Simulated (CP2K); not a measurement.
The F K edge of acetyl fluoride was computed by TDDFT (CP2K XAS_TDP, aug-cc-pVDZ, TDA) at these levels: PBE, PBEh(45%) and PBEh(45%) + GW2X. The first three lines of F3 (bonded to C) with a strength over 0.0015, energy in eV and strength:

| run | first | second | third |
| --- | --- | --- | --- |
| 1 | 682.22 (0.012) | 683.67 (0.025) | 684.89 (0.013) |
| 2 | 659.53 (0.007) | 663.48 (0.002) | 663.82 (0.002) |
| 3 | 688.20 (0.012) | 689.66 (0.025) | 690.88 (0.013) |

Q: Which run is which?

Run 1: PBEh(45%) (45 % exact exchange). Run 2: PBE (0 % exact exchange). Run 3: PBEh(45%) + GW2X (45 % exact exchange). Self-interaction lifts the core level, so the uncorrected lines rise with the share of exact exchange. The GW2X run keeps the spacings of its parent: 1.46 eV between the first two lines in run 3, 1.45 eV in run 1. Its shift is +5.98 eV, since the Kohn–Sham level at this share of exchange lies that far above the quasiparticle level.

[Hosts, paths, dates, database ids (printed as entryN), source tags and the programs' standing remarks are cut or masked in the printed files.]
